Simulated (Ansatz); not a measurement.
# Phonon transport in C (Diamond, Fd-3m), part 3 of 3

How well does the lattice of C (Diamond) conduct heat?

What experiment has found for this phase:
- thermal conductivity 2200 W/m/K near room temperature (given in “Predicting the lattice thermal conductivity of solids by solving the Boltzmann transport equation: AFLOW - AAPL an automated, accurate and efficient framework”, 2017, arXiv:1611.05481)

Ansatz 0.2.0; DFT LDA, scalar-relativistic, plane waves, PAW; PAW set soft_1.

So far, κ at 300 K (relaxation time) (W/m/K): step 7 (a cheap rung) 2195. Also highest frequency (cm⁻¹): step 7 1343. The relaxed cell has a = 3.531 Å (conventional setting).

## (8) Anharmonic force constants and conductivity, third order supercell 4×4×4, pair cutoff 3.998 Å

The supercell must be wider than twice the pair cutoff, and the number of displaced cells grows with the pairs inside it, which is where the cost lies.

File input.yaml:

```yaml
crystal:
  lattice:
    - [0.0, 1.7657338789, 1.7657338789]
    - [1.7657338789, 0.0, 1.7657338789]
    - [1.7657338789, 1.7657338789, 0.0]
  atoms:
    - { symbol: C, position: [0.0, 0.0, 0.0] }
    - { symbol: C, position: [0.25, 0.25, 0.25] }
kpoints:
  mp_grid: { grid: [12, 12, 12] }
hamiltonian:
  xc: lda
  pseudopotentials: { kind: paw, azcp: { folder: soft_1 }, xc_functional: pbe }
scf:
  occupations: { method: fixed }
  lower_state_search: "off"
output:
  eigenvalues: true
phonons:
  method: fd
  dielectric: false
  supercell: [4, 4, 4]
  temperatures: { t_max: 1000, t_step: 50 }
  qpath:
    path:
      - [[0.0, 0.0, 0.0], [0.5, 0.0, 0.5], [0.5, 0.25, 0.75], [0.375, 0.375, 0.75], [0.0, 0.0, 0.0], [0.5, 0.5, 0.5], [0.625, 0.25, 0.625], [0.5, 0.25, 0.75], [0.5, 0.5, 0.5], [0.375, 0.375, 0.75]]
      - [[0.625, 0.25, 0.625], [0.5, 0.0, 0.5]]
    npoints: 10
  third_order: { supercell: [4, 4, 4], pair_cutoff: 3.998 }
  lattice_thermal_conductivity:
    qmesh: [29, 29, 29]
    temperatures: [50.0, 100.0, 150.0, 200.0, 300.0, 400.0, 500.0, 600.0, 800.0, 1000.0]
    isotope_mass_variance: [{ species: C, variance: 7.387e-05 }]
    solution: relaxation_time
```

The run is started by

```console
$ ansatz run input.yaml --threads 18 --pin off --max-ram 92160MiB --backend cuda --events-out ev --progress --plain --runs-dir out
```

Numbers of over 12 decimals in the logs are rounded to 6 here.

Output:

```text
[...]
Crystal: 128 atoms, lattice volume = 704.670 Å³
Basis set: ecut = 420 eV, 13803 PW (Γ)
Bands: 384, of which v1, the nominal top of the filled ones, is band 256 counted from 1 (255 counted from 0)
Symmetry: 3072 space group operations
k-points: 4 of 27
[...]
SCF iter   1: F=—  HF=-31103.390463 eV  |F-HF|=—  |Δ(HF+E_count)|=         —  Δρ=9.01e-8  dr2=1.68e-11  ethr=1.00e-12  ⟨swp⟩=3.0  Hψ=3557  notcnv=0
[...]
SCF iter   2: F=-31103.390463 eV  HF=-31103.390463 eV  |F-HF|=3.64e-12  |Δ(HF+E_count)|=  1.46e-11  Δρ=4.77e-8  dr2=4.57e-12  ethr=1.00e-12  ⟨swp⟩=2.0  Hψ=2576  notcnv=0
SCF 1 converged in 2 iterations: F = -31103.390463 eV  dr2 = 4.57e-12
[...]
Symmetry: 2 space group operations
k-points: 10 of 27 (time reversal used)
[...]
SCF iter   2: F=—  HF=-31103.390321 eV  |F-HF|=—  |Δ(HF+E_count)|=   1.21e-5  Δρ=4.42e-5  dr2=8.00e-6  ethr=8.05e-9  ⟨swp⟩=2.0  Hψ=4351  notcnv=0  defer=904
[...]
SCF iter   7: F=-31103.390318 eV  HF=-31103.390318 eV  |F-HF|=1.09e-11  |Δ(HF+E_count)|=  1.09e-11  Δρ=1.99e-8  dr2=2.23e-12  ethr=1.00e-12  ⟨swp⟩=5.0  Hψ=12304  notcnv=0
SCF 2 converged in 7 iterations: F = -31103.390318 eV  dr2 = 2.23e-12
[...]
SCF iter   1: F=—  HF=-31103.389844 eV  |F-HF|=—  |Δ(HF+E_count)|=         —  Δρ=1.15e-7  dr2=5.78e-11  ethr=3.99e-8  ⟨swp⟩=3.0  Hψ=8677  notcnv=0  defer=498
[...]
SCF iter   2: F=—  HF=-31103.390463 eV  |F-HF|=—  |Δ(HF+E_count)|=   6.19e-4  Δρ=8.13e-8  dr2=1.70e-11  ethr=1.00e-12  ⟨swp⟩=5.5  Hψ=5206  notcnv=0
SCF iter   3: F=-31103.390463 eV  HF=-31103.390463 eV  |F-HF|=0.00e0  |Δ(HF+E_count)|=  2.91e-11  Δρ=5.90e-8  dr2=8.96e-12  ethr=1.00e-12  ⟨swp⟩=1.0  Hψ=2609  notcnv=0
SCF 3 converged in 3 iterations: F = -31103.390463 eV  dr2 = 8.96e-12
[...]
SCF iter   1: F=—  HF=-31103.389824 eV  |F-HF|=—  |Δ(HF+E_count)|=         —  Δρ=8.54e-8  dr2=2.89e-11  ethr=3.98e-8  ⟨swp⟩=3.0  Hψ=13020  notcnv=0  defer=749
[...]
SCF 4 converged in 3 iterations: F = -31103.390463 eV  dr2 = 1.62e-11
[...]
--- Phonons: 1 displaced member + reference (amplitude 0.0025 Å, Σ member SCF iterations 7) ---
[...]
ASR residual: 1.723e-4 → 0.000e0 eV/Å²; symmetrization residual: 7.522e-6 eV/Å²
  largest component of a force at the reference: 1.7e-17 eV/Å
  ASR residual per site (eV/Å²): 1.72e-4 1.72e-4
  Γ frequencies (cm⁻¹): 0.00 0.00 0.00 1322.60 1322.60 1322.60
[...]
T (K)   relaxation time
       50.00        47621.7327
      100.00        16823.4344
      150.00         7245.9561
      200.00         3770.2931
      300.00         1825.5262
      400.00         1283.5774
      500.00         1025.6471
      600.00          866.1280
      800.00          669.0340
     1000.00          547.6251
```

Run time: 1.7 min. Hardware: 1 × NVIDIA GB200 with 18 threads of Arm Neoverse V2, shared host; peak memory 2.6 GiB; 18 min of CPU time.

Numbers from this step:

| Property | Result |
| --- | --- |
| κ at 300 K (relaxation time) | 1826 W/m/K |
| mean free path at half of κ | 491 nm |
| share of κ above the three lowest branches | 0.007 |
| third-order blocks | 2102 |
| periodic aliases dropped | 72 |
| largest relative sum-rule correction | 0.1744 |
| displaced cells, third order | 118 |

No LO-TO term. The phonon branches at the labelled points (cm⁻¹):

| point | branch 1 | branch 2 | branch 3 | branch 4 | branch 5 | branch 6 |
| --- | --- | --- | --- | --- | --- | --- |
| Γ | 0 | 0 | 0 | 1323 | 1323 | 1323 |
| halfway | 538 | 538 | 761 | 1226 | 1226 | 1343 |
| X | 789 | 789 | 1097 | 1097 | 1219 | 1219 |
| halfway | 842 | 842 | 1072 | 1072 | 1201 | 1201 |
| W | 925 | 925 | 1015 | 1015 | 1186 | 1186 |
| halfway | 818 | 973 | 1021 | 1040 | 1150 | 1229 |
| K | 760 | 983 | 1023 | 1079 | 1113 | 1255 |
| halfway | 503 | 606 | 752 | 1235 | 1267 | 1303 |
| Γ | 0 | 0 | 0 | 1323 | 1323 | 1323 |
| halfway | 412 | 412 | 706 | 1270 | 1270 | 1332 |
| L | 551 | 551 | 1076 | 1230 | 1230 | 1266 |
| halfway | 645 | 751 | 1049 | 1180 | 1183 | 1253 |
| U | 760 | 983 | 1023 | 1079 | 1113 | 1255 |
| halfway | 818 | 973 | 1021 | 1040 | 1150 | 1229 |
| W | 925 | 925 | 1015 | 1015 | 1186 | 1186 |
| halfway | 686 | 787 | 1044 | 1140 | 1203 | 1239 |
| L | 551 | 551 | 1076 | 1230 | 1230 | 1266 |
| halfway | 645 | 751 | 1049 | 1180 | 1183 | 1253 |
| K | 760 | 983 | 1023 | 1079 | 1113 | 1255 |
| jump to U | 760 | 983 | 1023 | 1079 | 1113 | 1255 |
| halfway | 783 | 848 | 1074 | 1100 | 1181 | 1233 |
| X | 789 | 789 | 1097 | 1097 | 1219 | 1219 |

The phonon branches as a text plot (rows in cm⁻¹):

```
   1315 |*******             ************
   1259 |   *   *       *******      ************    ***********
   1203 |    **  *******   **             ***    ***********   **
   1147 |      **      ** **                 ** ** * *      ***
   1091 |       ****    ***               **  **    *  ***   ****
   1035 |           ******               *  ***********   *****
    979 |      *       ****             *      ***           *
    923 |            **    *           *      *   ***         *
    867 |     *     *                        *   *          *  *
    811 |        ***   *   **                   *  ***          *
    755 |    *  *       ***  *              * **           * ***
    699 |      *            *         *      *       *    * *
    644 |   * *            *  *            **         *    *
    588 |                   **       *    **          ** **
    532 |    *                 *       ****             *
    476 |  *                 **
    420 |   *                 *     * *
    364 |  *                   **    *
    308 | *                    *
    252 | *                     *   *
    196 |                       **
    140 |*                       * *
     84 |                        * *
     28 |                         *
         Γ       X    W  K        Γ      L     U  W     L   K|U X
```

The lattice thermal conductivity, RTA xx by temperature:

| temperature (K) | lattice thermal conductivity, RTA xx (W/m/K) |
| --- | --- |
| 50 | 47620 |
| 100 | 16820 |
| 150 | 7246 |
| 200 | 3770 |
| 300 | 1826 |
| 400 | 1284 |
| 500 | 1026 |
| 600 | 866 |
| 800 | 669 |
| 1000 | 548 |

Phonopy on the run's constants, 21x21x21 mesh, Gaussian sigma 10.0 cm⁻¹. The modes, C by wavenumber; read off at these points:

| wavenumber (cm⁻¹) | modes, C (1/cm⁻¹/cell) |
| --- | --- |
| 0.0 | 1.0e-5 |
| 50.0 | 0 |
| 100.0 | 7.0e-5 |
| 150.0 | 1.3e-4 |
| 200.0 | 7.2e-5 |
| 250.0 | 4.2e-4 |
| 300.0 | 4.2e-4 |
| 350.0 | 8.2e-4 |
| 400.0 | 0.00128 |
| 450.0 | 0.00157 |
| 500.0 | 0.00194 |
| 550.0 | 0.00387 |
| 600.0 | 0.00467 |
| 650.0 | 0.00478 |
| 700.0 | 0.00529 |
| 750.0 | 0.00588 |
| 766.8 | 0.00642 |
| 800.0 | 0.00578 |
| 850.0 | 0.00462 |
| 900.0 | 0.00428 |
| 950.0 | 0.00462 |
| 1000.0 | 0.00603 |
| 1022.8 | 0.00742 |
| 1050.0 | 0.00541 |
| 1100.0 | 0.00483 |
| 1150.0 | 0.00908 |
| 1200.0 | 0.0128 |
| 1243.5 | 0.0238 |
| 1250.0 | 0.0235 |
| 1300.0 | 0.00777 |
| 1350.0 | 0.00130 |

Distinct triplets, nearest first. Third order norms, by row:

| sites | side 1 (Å) | side 2 (Å) | side 3 (Å) | norm of the 27 components (eV/Å³) |
| --- | --- | --- | --- | --- |
| C-C-C | 0 | 0 | 0 | 255.5 |
| C-C-C | 0 | 1.53 | 1.53 | 121.8 |
| C-C-C | 1.53 | 1.53 | 2.5 | 3.12 |
| C-C-C | 0 | 2.5 | 2.5 | 8.052 |
| C-C-C | 2.5 | 2.5 | 2.5 | 1.158 |
| C-C-C | 2.5 | 2.5 | 2.5 | 0.399 |
| C-C-C | 1.53 | 2.5 | 2.93 | 0.609 |
| C-C-C | 0 | 2.93 | 2.93 | 1.004 |
| C-C-C | 2.5 | 2.93 | 2.93 | 0.074 |
| C-C-C | 2.5 | 2.93 | 2.93 | 0.125 |
| C-C-C | 2.5 | 2.5 | 3.53 | 0.093 |
| C-C-C | 1.53 | 2.93 | 3.53 | 0.074 |
| C-C-C | 0 | 3.53 | 3.53 | 0.15 |
| C-C-C | 1.53 | 2.5 | 3.85 | 1.103 |
| C-C-C | 2.5 | 2.93 | 3.85 | 0.183 |
| C-C-C | 2.93 | 3.53 | 3.85 | 0.034 |
| C-C-C | 0 | 3.85 | 3.85 | 0.989 |
| C-C-C | 2.5 | 3.85 | 3.85 | 0.15 |

RTA, 300 K. Kappa by branch, by row:

| branch (by rank) | mean frequency (THz) | mean rms speed (km/s) | median lifetime (ps) | share of kappa |
| --- | --- | --- | --- | --- |
| 1 | 19.05 | 6.69 | 47.8 | 0.443 |
| 2 | 21.49 | 9.04 | 31.5 | 0.34 |
| 3 | 27.55 | 7.35 | 12.1 | 0.209 |
| 4 | 35.08 | 3.57 | 7.26 | 0.005 |
| 5 | 36.32 | 2.89 | 5.12 | 0.002 |
| 6 | 38.18 | 2.25 | 4.13 | 0.001 |

The spectral kappa at 300 K, relaxation time (W/m/K/THz) by frequency; read off at these points:

| frequency (THz) | spectral kappa at 300 K, relaxation time (W/m/K/THz) |
| --- | --- |
| 0.5 | 0 |
| 1.5 | 41.5 |
| 2.5 | 10.2 |
| 3.5 | 178 |
| 4.5 | 41.0 |
| 6.5 | 71.3 |
| 8.5 | 69.9 |
| 10.5 | 77.4 |
| 11.5 | 69.6 |
| 13.5 | 75.8 |
| 15.5 | 82.1 |
| 16.5 | 92.9 |
| 17.5 | 91.1 |
| 19.5 | 83.1 |
| 21.5 | 66.0 |
| 23.5 | 47.1 |
| 25.5 | 34 |
| 27.5 | 18.0 |
| 29.5 | 8.06 |
| 30.5 | 5.79 |
| 32.5 | 2.80 |
| 34.5 | 1.89 |
| 36.5 | 1.28 |
| 38.5 | 0.523 |
| 40.5 | 0.00310 |

Relaxation-time solution. The share of κ carried by shorter paths by mean free path:

| mean free path (nm) | 50 K | 300 K | 1000 K |
| --- | --- | --- | --- |
| 4.64 | 0 | 0 | 0.002 |
| 6.81 | 0 | 0 | 0.005 |
| 10 | 0 | 0 | 0.012 |
| 14.7 | 0 | 0.001 | 0.03 |
| 21.5 | 0 | 0.001 | 0.056 |
| 31.6 | 0 | 0.003 | 0.118 |
| 46.4 | 0 | 0.004 | 0.284 |
| 68.1 | 0 | 0.008 | 0.661 |
| 100 | 0 | 0.018 | 0.866 |
| 147 | 0 | 0.032 | 0.916 |
| 215 | 0 | 0.059 | 0.943 |
| 316 | 0 | 0.277 | 0.958 |
| 464 | 0 | 0.474 | 0.962 |
| 681 | 0 | 0.609 | 0.969 |
| 1000 | 0 | 0.693 | 0.977 |
| 1470 | 0 | 0.748 | 0.977 |
| 2150 | 0 | 0.806 | 0.977 |
| 3160 | 0 | 0.844 | 0.987 |
| 4640 | 0 | 0.876 | 1 |
| 6810 | 0 | 0.902 | 1 |
| 10000 | 0 | 0.91 | 1 |
| 14700 | 0 | 0.933 | 1 |
| 21500 | 0 | 0.933 | 1 |
| 31600 | 0 | 0.962 | 1 |
| 46400 | 0.001 | 1 | 1 |
| 68100 | 0.002 | 1 | 1 |
| 1.0e5 | 0.005 | 1 | 1 |
| 1.5e5 | 0.008 | 1 | 1 |
| 2.2e5 | 0.014 | 1 | 1 |
| 3.2e5 | 0.027 | 1 | 1 |
| 4.6e5 | 0.046 | 1 | 1 |
| 6.8e5 | 0.091 | 1 | 1 |
| 1.0e6 | 0.109 | 1 | 1 |

300 K; a sample spread over frequency. Mode lifetimes, by row, the first 40 of 90 rows:

| q1 | q2 | q3 | branch | frequency (THz) | rms speed (km/s) | three-phonon rate (1/ps) | isotope rate (1/ps) | lifetime (ps) | mean free path (nm) |
| --- | --- | --- | --- | --- | --- | --- | --- | --- | --- |
| 0 | 0 | 0.0345 | 1 | 1.94 | 11.52 | 8.69e-4 | 1.92e-7 | 1150 | 13300 |
| 0 | 0.0345 | -0.069 | 3 | 7.722 | 17.67 | 0.0127 | 9.02e-5 | 77.9 | 1380 |
| 0.0345 | 0.1379 | -0.1034 | 1 | 10.48 | 9.98 | 0.00806 | 3.41e-4 | 119 | 1190 |
| 0.0345 | 0.1034 | 0.2414 | 2 | 12.04 | 11.22 | 0.0218 | 6.44e-4 | 44.6 | 501 |
| 0 | 0.069 | 0.2759 | 2 | 13.45 | 9.49 | 0.0116 | 0.00112 | 78.3 | 743 |
| 0.0345 | 0.1034 | -0.2414 | 1 | 14.4 | 7.17 | 0.00921 | 0.00161 | 92.5 | 663 |
| 0.1034 | 0.2069 | 0.3448 | 1 | 15.3 | 9.47 | 0.0156 | 0.00231 | 55.8 | 528 |
| 0.069 | 0.2069 | 0.3448 | 1 | 16.01 | 9.16 | 0.0207 | 0.00319 | 41.9 | 384 |
| 0.069 | 0.2414 | 0.3103 | 2 | 16.49 | 10.13 | 0.0322 | 0.00435 | 27.4 | 277 |
| 0.069 | 0.2069 | 0.3793 | 1 | 16.91 | 8.4 | 0.02 | 0.0051 | 39.9 | 335 |
| 0 | 0.1034 | -0.4138 | 1 | 17.39 | 4.05 | 0.00711 | 0.00551 | 79.2 | 321 |
| 0.069 | 0.1379 | 0.4138 | 2 | 17.84 | 9.57 | 0.0181 | 0.00595 | 41.7 | 399 |
| 0.0345 | 0.1724 | -0.3448 | 1 | 18.28 | 5.54 | 0.00899 | 0.00635 | 65.2 | 361 |
| 0.069 | 0.1724 | -0.2414 | 2 | 18.69 | 10.51 | 0.0262 | 0.00673 | 30.3 | 319 |
| 0.0345 | 0.2069 | -0.3448 | 1 | 19.19 | 5.66 | 0.00912 | 0.0073 | 60.9 | 345 |
| 0.069 | 0.2759 | -0.2414 | 1 | 19.58 | 6.92 | 0.0119 | 0.00769 | 51.1 | 354 |
| 0.1379 | 0.3103 | -0.1724 | 1 | 20.03 | 8.28 | 0.0189 | 0.00823 | 36.9 | 306 |
| 0.0345 | 0.1379 | -0.1724 | 3 | 20.42 | 12.58 | 0.0538 | 0.00871 | 16 | 201 |
| 0.0345 | 0.2759 | -0.4828 | 1 | 20.91 | 5.96 | 0.015 | 0.00938 | 41.1 | 245 |
| 0.069 | 0.2414 | -0.2069 | 2 | 21.26 | 10.4 | 0.0358 | 0.00984 | 21.9 | 228 |
| 0.0345 | 0.3448 | 0.4483 | 1 | 21.67 | 5.88 | 0.016 | 0.0105 | 37.8 | 222 |
| 0.069 | 0.3793 | 0.4483 | 1 | 22.05 | 5.94 | 0.0167 | 0.0112 | 35.9 | 214 |
| 0 | 0.2069 | 0.4483 | 2 | 22.39 | 10.23 | 0.0247 | 0.0117 | 27.4 | 281 |
| 0.1379 | 0.3103 | -0.1724 | 2 | 22.82 | 9.23 | 0.031 | 0.0126 | 22.9 | 212 |
| 0.1379 | 0.3448 | -0.3103 | 1 | 23.12 | 7.35 | 0.0135 | 0.0133 | 37.3 | 274 |
| 0.0345 | 0.4483 | 0.4828 | 2 | 23.42 | 2.88 | 0.00815 | 0.0143 | 44.6 | 128 |
| 0.0345 | 0.1034 | -0.2414 | 3 | 23.78 | 12.55 | 0.0703 | 0.0131 | 12 | 150 |
| 0.1379 | 0.4138 | -0.2759 | 1 | 24.16 | 7.04 | 0.0118 | 0.0121 | 41.9 | 295 |
| 0.1379 | 0.4138 | -0.3793 | 1 | 24.66 | 7.13 | 0.0132 | 0.0116 | 40.3 | 287 |
| 0 | 0.2069 | 0.3448 | 3 | 25.08 | 10 | 0.0675 | 0.0113 | 12.7 | 127 |
| 0.1379 | 0.3103 | -0.4138 | 2 | 25.53 | 8.32 | 0.0261 | 0.0112 | 26.8 | 223 |
| 0.0345 | 0.2414 | -0.2414 | 3 | 26.11 | 7.28 | 0.0812 | 0.0113 | 10.8 | 78.7 |
| 0.1034 | 0.2414 | 0.4483 | 3 | 26.68 | 7.77 | 0.0784 | 0.0114 | 11.1 | 86.6 |
| 0 | 0.1034 | 0.3793 | 3 | 27.12 | 10.4 | 0.0866 | 0.012 | 10.1 | 106 |
| 0.0345 | 0.3793 | -0.4138 | 2 | 27.71 | 8.35 | 0.0141 | 0.0128 | 37.2 | 311 |
| 0 | 0.2414 | -0.3103 | 3 | 28.21 | 8.26 | 0.0774 | 0.0141 | 10.9 | 90.3 |
| 0.1034 | 0.2759 | -0.4828 | 3 | 28.73 | 5.72 | 0.0739 | 0.0148 | 11.3 | 64.6 |
| 0.0345 | 0.3448 | 0.3793 | 3 | 29.2 | 10.39 | 0.0816 | 0.0154 | 10.3 | 107 |
| 0.069 | 0.3103 | -0.4483 | 3 | 29.67 | 2.94 | 0.0631 | 0.0177 | 12.4 | 36.3 |
| 0.069 | 0.2069 | -0.4828 | 3 | 30.07 | 6.56 | 0.0738 | 0.0221 | 10.4 | 68.4 |

Without the LO-TO term. Gamma linewidths, by row:

| branch | frequency (cm⁻¹) | three-phonon rate (1/ps) | isotope rate (1/ps) | FWHM (cm⁻¹) |
| --- | --- | --- | --- | --- |
| 4 | 1323 | 0.234 | 0.0385 | 1.45 |
| 5 | 1323 | 0.234 | 0.0385 | 1.45 |
| 6 | 1323 | 0.234 | 0.0385 | 1.45 |

W/m/K, third of the trace; RTA populations with a boundary rate v/L added to each mode (Matthiessen's rule). Kappa by grain size, by row:

| T (K) | bulk | 10 nm | 30 nm | 100 nm | 300 nm | 1000 nm | 10000 nm | 100000 nm |
| --- | --- | --- | --- | --- | --- | --- | --- | --- |
| 100 | 16820 | 2.639 | 7.883 | 25.93 | 75.42 | 233.2 | 1623 | 6591 |
| 300 | 1825 | 41.55 | 114 | 306.4 | 625.1 | 1044 | 1579 | 1775 |
| 600 | 865.9 | 78.7 | 189 | 393.6 | 593.3 | 739.8 | 842.1 | 862.9 |

W/m/K, third of the trace; RTA populations with the isotope rates scaled. Kappa by mass disorder, by row:

| T (K) | no isotopes | as typed | variance x 3 | variance x 10 | variance x 30 |
| --- | --- | --- | --- | --- | --- |
| 100 | 24920 | 16820 | 12690 | 7986 | 4556 |
| 300 | 2230 | 1825 | 1488 | 1093 | 779.7 |
| 600 | 978.2 | 865.9 | 734.3 | 533.6 | 359.9 |

At 300 K the relaxation-time value is 1826 W/(m K).

## (9) Levels and costs side by side

Ladder, by row:

| cells or q mesh | k mesh | pair cutoff | atoms in the supercell | q-mesh of the transport sums | κ at 300 K (relaxation time) (W/m/K) | κ at 300 K (full solution) (W/m/K) | core-minutes |
| --- | --- | --- | --- | --- | --- | --- | --- |
| 6x6x6 | 12x12x12 | 3.078 | 54 | 17×17×17 | 2195 | 2657 | 8.7 |
| 4x4x4 | 12x12x12 | 3.998 | 128 | 29×29×29 | 1826 | - | 18.5 |

## (10) What came out

```yaml
highest_frequency: 1343 cm⁻¹
debye_temperature_from_the_second_moment: 1903 K
kappa_at_300_k_relaxation_time: 1826 W/m/K
mean_free_path_at_half_of_kappa: 491 nm
share_of_kappa_above_the_three_lowest_branches: 0.007
```

**Reading.** The lattice of C (Diamond) conducts 1826 W/(m K) at 300 K by LDA (mean over directions, relaxation-time solution). Above 300 K the relaxation-time κ falls as T^-0.99, near the 1/T law of three-phonon scattering. Grains of 100 nm would keep 17 % of the bulk value at 300 K, and grains of 1 µm 57 %. Removing the natural isotope disorder raises κ at 300 K by 22 %. The first rung (54 atoms, cutoff 3.08 Å) gave 2195 W/(m K) by relaxation time for 0.47 times the cost of the last; short cutoffs miss scattering channels and can err either way, and the meshes changed too. A measured thermal conductivity near room temperature is 2200 W/m/K (arXiv:1611.05481); the calculated 1826 W/m/K differs by -17 %. Missing scattering can't explain a value that is too low; the relaxation-time approximation, the supercell, the cutoff, the meshes, the functional and the use of 0 K frequencies can. The last run computed the relaxation-time solution alone; it counts normal processes as resistive, so the full solution usually lies higher, most of all in good conductors. The sum rules changed one orbit of cubic constants by up to 17 %; by the manual a large change points to a short cutoff or, on a small and distant orbit, to noisy forces. Below 100 K the values hang on the q-mesh and, in a real crystal, on its size. The conductivities include the coherence part between close branches; the shares for grains, isotopes, branches and paths are of the relaxation-time populations alone. Cubic couplings among atoms farther apart than the pair cutoff are dropped, and neither the cutoff nor the q-mesh was shown to be converged here. The PAW files were made for PBE and are used here under another functional, for which the program regenerates the frozen cores.

[Logs are printed without paths, hosts, clocks, repeated set-up lines and the standing remarks that a program may print on its own settings, such as how far it seeks lower states.]

[Hosts, paths, dates, database ids (printed as entryN), source tags and the programs' standing remarks are cut or masked in the printed files.]

[A step with changed settings may run another functional than the one named; its input shows which.]
